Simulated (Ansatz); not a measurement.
# InSe (P-6m2): spin-orbit coupling beyond the local functionals

Aim: the spin-orbit change of the gap of InSe (P-6m2).

Program: Ansatz 0.2.0. Level of theory: density functionals with and without spin-orbit coupling, plane waves, PAW. Results are calculated unless marked as measured.

## 1. The starting structure

The structure is hexagonal, space group P-6m2 (No. 187). Conventional cell: a = 3.975 Å, b = 3.975 Å, c = 16.264 Å, α = 90.00°, β = 90.00°, γ = 120.00°. In has 3 Se at 2.62 Å and 1 In at 2.74 Å nearest. Nearest to In lie 3 Se at 2.62 Å and 1 In at 2.74 Å. Se has 3 In at 2.62 Å nearest. Nearest to Se lie 3 In at 2.62 Å. Farther neighbours and most contacts between anions are not listed.

Structure file:

```cif
data_structure
_symmetry_space_group_name_H-M 'P-6m2'
_symmetry_Int_Tables_number 187
_cell_length_a 3.9749
_cell_length_b 3.9749
_cell_length_c 16.2636
_cell_angle_alpha 90.000
_cell_angle_beta 90.000
_cell_angle_gamma 120.000
_cell_volume 222.53
loop_
_atom_site_label
_atom_site_type_symbol
_atom_site_symmetry_multiplicity
_atom_site_Wyckoff_symbol
_atom_site_fract_x
_atom_site_fract_y
_atom_site_fract_z
_atom_site_occupancy
In1 In 2 g 0.00000 0.00000 0.58430 1
In2 In 2 h 0.33333 0.66667 0.91570 1
Se1 Se 2 i 0.66667 0.33333 0.83783 1
Se2 Se 2 h 0.33333 0.66667 0.66210 1
```

The structure was relaxed with LDA. The runs that relaxed it are not among those shown. The default PAW set here is soft_2. Its files were made with PBE.

## 2. HSE06, 6×6×2 mesh

This step: DFT, HSE06, plane waves, PAW.

input.yaml reads:

```yaml
crystal:
  lattice:
    - [3.9748709455, 0.0, 0.0]
    - [-1.9874354728, 3.4423392156, 0.0]
    - [0.0, 0.0, 16.2636494814]
  atoms:
    - { symbol: In, position: [0.0, 0.0, 0.5842950809] }
    - { symbol: In, position: [0.0, 0.0, 0.4157049191] }
    - { symbol: In, position: [0.3333333333, 0.6666666667, 0.9156997426] }
    - { symbol: In, position: [0.3333333333, 0.6666666667, 0.0843002574] }
    - { symbol: Se, position: [0.6666666667, 0.3333333333, 0.8378264049] }
    - { symbol: Se, position: [0.6666666667, 0.3333333333, 0.1621735951] }
    - { symbol: Se, position: [0.3333333333, 0.6666666667, 0.6621026916] }
    - { symbol: Se, position: [0.3333333333, 0.6666666667, 0.3378973084] }
kpoints:
  mp_grid: { grid: [6, 6, 2] }
  band_path:
    path:
      - [0.0, 0.0, 0.0]
      - [0.5, 0.0, 0.0]
      - [0.33333333, 0.33333333, 0.0]
      - [0.0, 0.0, 0.5]
      - [0.5, 0.0, 0.5]
      - [0.33333333, 0.33333333, 0.5]
    npoints: 1
hamiltonian:
  xc: hse06
scf:
  occupations: { method: fixed }
  n_extra_bands: 6
output:
  eigenvalues: true
  write_density: true
  write_potential: true
  elf: true
  volumetric_format: npy
```

Command:

```sh
> ansatz run input.yaml --threads 3 --pin off --max-ram 92160MiB --backend cuda --events-out ev --progress --plain --runs-dir out --devices 1 --max-vram 13GiB
```

Numbers of over 12 decimals in the logs are rounded to 6 here.

The program printed:

```text
scf.n_extra_bands = 6 over 58 filled bands (N_el = 116.0): the run solves 64 bands
GPUs: using 1 of 1 available (devices: 1).
Engine: ansatz 0.2.0, x86_64-unknown-linux-gnu
Pseudopotentials: kind: paw
Pseudopotential: In, paw, valence charge 13, recommended cutoff 420 eV (normal), In.paw.azcp
Pseudopotential: Se, paw, valence charge 16, recommended cutoff 420 eV (normal), Se.paw.azcp
Functional definition: HSE06
  parameter a = 0.25
  parameter omega = 0.11/bohr
  exchange = pbe_x - a*pbe_x_sr(omega) + a*exact_x_sr(omega)
  correlation = pbe_c
davidson cushion auto → on  (no smearing: the cushion is to keep the highest requested band from converging to the state above it; pin scf.eigensolver.cushion to override)
device memory: the entry about to start is reckoned to put 4.0 GiB on a device that reports 27.4 GiB free (of which the cap on the GPU budget leaves the run 13.0 GiB)
GPU FFT provider: cuFFT
GPU libraries: cuBLAS 13.8.2, cuFFT 12.4.0, cuSOLVER 12.3.4
Crystal: 8 atoms, lattice volume = 222.533 Å³
Basis set: ecut = 420 eV, 4387 PW (Γ)
Bands: 64, of which v1, the nominal top of the filled ones, is band 58 counted from 1 (57 counted from 0)
Symmetry: 12 space group operations
Space group: P-6m2 (ITA 187), of the structure as read, at distance tolerance 6.1e-5 Å
k-points: 14 of 72 (time reversal used)
Non-local potential: In, projectors of the file, l = 0: 2, l = 1: 2, l = 2: 2, l = 3: 2
Non-local potential: Se, projectors of the file, l = 0: 2, l = 1: 2, l = 2: 3, l = 3: 1
PAW form: soft (Blöchl's): semilocal exchange-correlation on the pseudo side does not see the compensation charge
PAW frozen core: In, regenerated for the run's functional, and the local potential with it (the file was generated under x = pbe(κ = 0.804, μ = 0.219515), c = pbe(β = 0.066725))
PAW frozen core: Se, regenerated for the run's functional, and the local potential with it (the file was generated under x = pbe(κ = 0.804, μ = 0.219515), c = pbe(β = 0.066725))
PAW one-centre angular grid: In, 590 points (default); XC on 64 Gauss nodes
PAW one-centre angular grid: Se, 590 points (default); XC on 64 Gauss nodes
Initial density: superposition of atomic densities (neutral atoms: chi_scale 0, normalization atom), corrected by the library's trained network
Initial wavefunctions: pseudopotential atomic-orbital guess
GPU buffer pool allocated for 87480 grid points (all kernels)
GPU transforms: local potential and band sums: pruned to the plane-wave sphere, on 25×27×120
Functional: x = pbe(κ = 0.804, μ = 0.219515), c = pbe(β = 0.066725), warm-up for x = pbe(κ = 0.804, μ = 0.219515) + 0.25 (exact − pbe) at short range (hse, ω = 0.207870 Å⁻¹), c = pbe(β = 0.066725); HSE06 as pw.x's `hse` composes it (authors' and Libxc's form: `xc: wpbeh`)
[...]
Frozen-core exchange: fock
SCF iter   1: F=—  HF=-44293.707538 eV  |F-HF|=—  |Δ(HF+E_count)|=         —  Δρ=5.71e-5  dr2=1.51e-5  ethr=9.55e-7  ⟨swp⟩=2.8  Hψ=1990  notcnv=0
preconditioner: auto → none  [insulator: Δε(μ)=1.148 eV  Ē_g=14.807 eV  n_scr=66 (ndim 8)  ℏωp=21.7 eV  f_vac=0.062]
SCF iter   2: F=—  HF=-44293.707540 eV  |F-HF|=—  |Δ(HF+E_count)|=   2.32e-6  Δρ=2.87e-5  dr2=1.82e-6  ethr=1.05e-8  ⟨swp⟩=4.3  Hψ=3310  notcnv=0
SCF iter   3: F=—  HF=-44293.707542 eV  |F-HF|=—  |Δ(HF+E_count)|=   1.63e-6  Δρ=1.66e-5  dr2=5.13e-7  ethr=1.32e-9  ⟨swp⟩=4.9  Hψ=2356  notcnv=0  defer=3
SCF iter   4: F=-44293.707542 eV  HF=-44293.707542 eV  |F-HF|=2.82e-8  |Δ(HF+E_count)|=   7.41e-8  Δρ=4.94e-6  dr2=5.56e-8  ethr=3.90e-10  ⟨swp⟩=3.0  Hψ=2045  notcnv=0
SCF 3 converged in 4 iterations: F = -44293.707542 eV  dr2 = 5.56e-8
[...]
hybrid outer 2: dexx = +2.413e-6 eV, tail = 2.05e-7 eV, Δε = 2.30e-3 eV (about 1.29e-4 eV left of the loop's levels)
device memory: the entry about to start is reckoned to put 1.5 GiB on a device that reports 26.3 GiB free (of which the cap on the GPU budget leaves the run 13.0 GiB)
NSCF: frozen V_eff on 6 k-points
hybrid SCF converged: 2 outer / 12 inner (+6 warm-up), last move |dexx| = 2.41e-6 eV, tail = 2.05e-7 eV
Stability not checked: this state was not tested for a lower state beside it, because the functional holds exact exchange (a hybrid, or Hartree-Fock), whose exchange loop this test does not read (fock_operator; see scf.lower_state_search)
Free energy (F): -44293.707542 eV
Frozen-core exchange: fock
Harris-Foulkes:  -44293.707542 eV  (|F-HF|=2.82e-8)
Internal energy: -44293.707542 eV  (E = F + TS)
E sigma→0 (E₀):  -44293.707542 eV
Fermi energy:    7.626463 eV
--- Per-component energies (eV) ---
  E_band       = -2046.155851
  E_kinetic    = 1447.508619
  E_local      = -15430.922049  (includes V_loc(G=0)·N_el)
  E_nonlocal   = -915.807694
  E_hartree    = 7139.782352
  E_xc         = -1019.061231
  E_vxc        = -632.779464  (∫ρ·V_xc dr)
  E_exx        = -402.763553  (= α·E_x^exact, valence–valence)
  E_paw        = -24142.070158  (= ΣΔE_a)
  E_vpaw       = 11.815014  (= ΣTr[D̂ρ^β])
  E_aug_tail   = -0.002267  (compensation charges beyond the density's cutoff)
  E_ewald      = -10968.132557
  E_core_change = -2.239005  (= ΣΔE_core)
  E_smearing   = -0.000000  (= −TS)
  E_closure    = 0.000000  (closes the sum)
  Σ components = -44293.707542   (vs F -44293.707542, Δ=-7.28e-12)
--- Band table (eV; the first three rows and the last of 14) ---
  k-point 0: bands = [... 54 lower, 6.1725, 6.2665, 6.2665, 7.6265, 8.7752, 10.2079, 10.4711, 10.5384, ... 2 higher]
  k-point 1: bands = [... 54 lower, 6.2289, 6.2289, 6.6442, 6.6888, 9.5373, 9.6347, 10.5240, 10.5558, ... 2 higher]
  k-point 2: bands = [... 54 lower, 5.8609, 5.9978, 6.2805, 7.3330, 10.0616, 10.6247, 10.9868, 11.1592, ... 2 higher]
  k-point 13: bands = [... 54 lower, 4.7044, 5.1163, 5.4644, 5.8538, 9.6299, 9.9092, 10.7400, 11.0806, ... 2 higher]
```

Run time: 52 s. Hardware: 1 × NVIDIA H100 80GB HBM3 (shared by 6 runs) with 3 threads of AMD EPYC 7R13 (Zen 3), shared host; peak memory 2.1 GiB; 1.7 min of CPU time.

The column dr2 measures how far the density is from self-consistency, as an energy; F and HF (Harris–Foulkes) agree once it is small.

This step gave:

* gap: 1.149 eV
* valence top at: Γ
* conduction bottom at: Γ
* least direct gap: 1.149 eV
* exact-exchange fraction: 0.25

The gap is direct, at Γ.

## 3. HSE06+SOC, 6×6×2 mesh

The many-body steps leave out spin-orbit coupling, so its effect is taken from a two-component run, with twice the bands.

This step: DFT, HSE06 with spin-orbit coupling, plane waves, PAW.

input.yaml: that of step 2 with these lines changed.

```diff
@@ -28,4 +28,7 @@
 scf:
-  occupations: { method: fixed }
-  n_extra_bands: 6
+  occupations: { method: fermi_dirac, width: 0.02 }
+  n_extra_bands: 12
+magnetization:
+  noncollinear: true
+  spin_orbit: true
 output:
```

The program printed:

```text
[...]
GPUs: using 1 of 1 available (devices: 1).
[...]
non-collinear run that drives no moment, with spin-orbit: no starting moment large enough to seed its density (crystal.atoms[].spin), no starting occupations that ask for one, no magnetisation constraint and no magnetic field, so the semilocal B_xc is pinned to zero
[...]
GPU FFT provider: cuFFT
GPU libraries: cuBLAS 13.8.2, cuFFT 12.4.0, cuSOLVER 12.3.4
Crystal: 8 atoms, lattice volume = 222.533 Å³
Basis set: ecut = 420 eV, 4387 PW (Γ)
Bands: 128, of which v1, the nominal top of the filled ones, is band 116 counted from 1 (115 counted from 0)
Symmetry: 12 space group operations + 12 with time reversal
[...]
k-points: 14 of 72 (time reversal used)
Projection manifold: j_resolved (fully-relativistic pseudo-atomic orbitals)
[...]
GPU buffer pool allocated for 87480 grid points (all kernels)
[...]
SCF iter   1: F=—  HF=-44284.894755 eV  |F-HF|=—  |Δ(HF+E_count)|=         —  Δρ=5.18e-2  dr2=2.83e1  dr2_m=0.00e0 (ungated)  ethr=1.00e-1  |M|=0.00e0 ∫|m|=0.00e0 μB  |m|>n=0.0e0 m-floor=0.0e0 τ_xc=0.0e0  β_m=0.30  ⟨swp⟩=4.0  Hψ=6281  notcnv=0
[...]
SCF iter  10: F=-44279.883556 eV  HF=-44279.883559 eV  |F-HF|=3.04e-6  |Δ(HF+E_count)|=   4.49e-6  Δρ=3.47e-5  dr2=3.14e-6  dr2_m=0.00e0 (ungated)  ethr=1.83e-8  |M|=0.00e0 ∫|m|=0.00e0 μB  |m|>n=0.0e0 m-floor=0.0e0 τ_xc=0.0e0  ⟨swp⟩=4.2  Hψ=4988  notcnv=0
SCF 1 stopped early in 10 iterations: F = -44279.883556 eV  dr2 = 3.14e-6
[...]
GPU FFT provider: cuFFT
GPU libraries: cuBLAS 13.8.2, cuFFT 12.4.0, cuSOLVER 12.3.4
Projection manifold: j_resolved (fully-relativistic pseudo-atomic orbitals)
[...]
GPU buffer pool allocated for 87480 grid points (all kernels)
[...]
Frozen-core exchange: fock
SCF iter   1: F=—  HF=-44282.753494 eV  |F-HF|=—  |Δ(HF+E_count)|=         —  Δρ=5.26e-3  dr2=6.92e-2  dr2_m=0.00e0 (ungated)  ethr=2.71e-8  |M|=0.00e0 ∫|m|=0.00e0 μB  |m|>n=0.0e0 m-floor=0.0e0 τ_xc=0.0e0  β_m=0.30  ⟨swp⟩=12.9  Hψ=11433  notcnv=0
[...]
SCF iter   7: F=-44282.754545 eV  HF=-44282.754548 eV  |F-HF|=2.78e-6  |Δ(HF+E_count)|=   3.02e-5  Δρ=1.62e-5  dr2=9.52e-6  dr2_m=0.00e0 (ungated)  ethr=2.71e-8  |M|=0.00e0 ∫|m|=0.00e0 μB  |m|>n=0.0e0 m-floor=0.0e0 τ_xc=0.0e0  ⟨swp⟩=4.8  Hψ=4371  notcnv=0
SCF 2 stopped early in 7 iterations: F = -44282.754545 eV  dr2 = 9.52e-6
[...]
hybrid outer 1: dexx = +3.554e-2 eV, tail = 2.18e-4 eV
GPU FFT provider: cuFFT
GPU libraries: cuBLAS 13.8.2, cuFFT 12.4.0, cuSOLVER 12.3.4
Projection manifold: j_resolved (fully-relativistic pseudo-atomic orbitals)
GPU buffer pool allocated for 87480 grid points (all kernels)
[...]
Frozen-core exchange: fock
SCF iter   1: F=—  HF=-44282.754669 eV  |F-HF|=—  |Δ(HF+E_count)|=         —  Δρ=5.23e-5  dr2=1.02e-5  dr2_m=0.00e0 (ungated)  ethr=9.39e-7  |M|=0.00e0 ∫|m|=0.00e0 μB  |m|>n=0.0e0 m-floor=0.0e0 τ_xc=0.0e0  β_m=0.30  ⟨swp⟩=5.5  Hψ=3859  notcnv=0
[...]
SCF iter   6: F=-44282.754673 eV  HF=-44282.754673 eV  |F-HF|=4.37e-10  |Δ(HF+E_count)|=   3.59e-8  Δρ=1.31e-6  dr2=6.62e-9  dr2_m=0.00e0 (ungated)  ethr=4.23e-12 (applied; sched 1.68e-12)  |M|=0.00e0 ∫|m|=0.00e0 μB  |m|>n=0.0e0 m-floor=0.0e0 τ_xc=0.0e0  ⟨swp⟩=4.3  Hψ=9675  notcnv=0
SCF 3 converged in 6 iterations: F = -44282.754673 eV  dr2 = 6.62e-9
[...]
NSCF: frozen V_eff on 6 k-points
[...]
Magnetization: |M| = 0.0000 μB,  M = (+0.0000, +0.0000, +0.0000) μB
Absolute magnetization: 0.0000 μB (∫|m|)
  site 0: m = (+0.0000, +0.0000, +0.0000) μB, |m| = 0.0000 μB  (R = 1.08 Å)
  site 1: m = (+0.0000, +0.0000, +0.0000) μB, |m| = 0.0000 μB  (R = 1.08 Å)
  site 2: m = (+0.0000, +0.0000, +0.0000) μB, |m| = 0.0000 μB  (R = 1.08 Å)
  site 3: m = (+0.0000, +0.0000, +0.0000) μB, |m| = 0.0000 μB  (R = 1.08 Å)
  site 4: m = (+0.0000, +0.0000, +0.0000) μB, |m| = 0.0000 μB  (R = 1.08 Å)
  site 5: m = (+0.0000, +0.0000, +0.0000) μB, |m| = 0.0000 μB  (R = 1.08 Å)
  site 6: m = (+0.0000, +0.0000, +0.0000) μB, |m| = 0.0000 μB  (R = 1.08 Å)
  site 7: m = (+0.0000, +0.0000, +0.0000) μB, |m| = 0.0000 μB  (R = 1.08 Å)
Free energy (F): -44282.754673 eV
Frozen-core exchange: fock
[...]
Internal energy: -44282.754673 eV  (E = F + TS)
E sigma→0 (E₀):  -44282.754673 eV
Fermi energy:    8.216420 eV
[...]
--- Band table (eV; the first three rows and the last of 14) ---
  k-point 0: bands = [... 112 lower, 6.4263, 6.4263, 7.6566, 7.6566, 8.7762, 8.7762, 10.2050, 10.2050, ... 8 higher]
  k-point 1: bands = [... 112 lower, 6.6978, 6.6978, 6.7396, 6.7396, 9.5367, 9.5367, 9.6350, 9.6350, ... 8 higher]
  k-point 2: bands = [... 112 lower, 6.3123, 6.3123, 7.3464, 7.3464, 10.0632, 10.0632, 10.6209, 10.6209, ... 8 higher]
  k-point 13: bands = [... 112 lower, 5.4089, 5.5108, 5.8170, 5.8796, 9.6120, 9.6495, 9.9078, 9.9143, ... 8 higher]
```

Wall time 6.1 min (1 × NVIDIA H100 80GB HBM3 (shared by 6 runs) with 3 threads); peak memory 5.4 GiB; 15 min of CPU time.

Numbers from this step:

* gap: 1.120 eV
* valence top at: Γ
* conduction bottom at: Γ
* least direct gap: 1.120 eV
* exact-exchange fraction: 0.25

The gap stands −0.03 eV against HSE06.

## 4. Together

Times are wall times on 1 × NVIDIA H100 80GB HBM3 (shared by 6 runs) with 3 threads of AMD EPYC 7R13 (Zen 3), shared host, good to a factor of about two.

```
level  gap (eV)  with coupling (eV)  change (eV)  time  with coupling
HSE06      1.15                1.12        −0.03  52 s        6.1 min
```

## 5. Results

```yaml
hse06: 1.15 eV
hse06_soc: 1.12 eV
```

Spin-orbit coupling changes the gap by −0.03 eV and the least direct gap by −0.03 eV.

[Paths, hosts, dates, memory and timing lines, banners, echoed tables and standing remarks are left out of the program output.]

[Logs are printed without paths, hosts, clocks, repeated set-up lines and the standing remarks that a program may print on its own settings, such as how far it seeks lower states.]

[Runs of the session that timed out or met a known fault of the program may be left out.]

[Cells called generated may have been cut or substituted from an entry of the Crystallography Open Database or the Materials Project.]

[Hosts, paths, dates, database ids (printed as entryN), source tags and the programs' standing remarks are cut or masked in the printed files.]
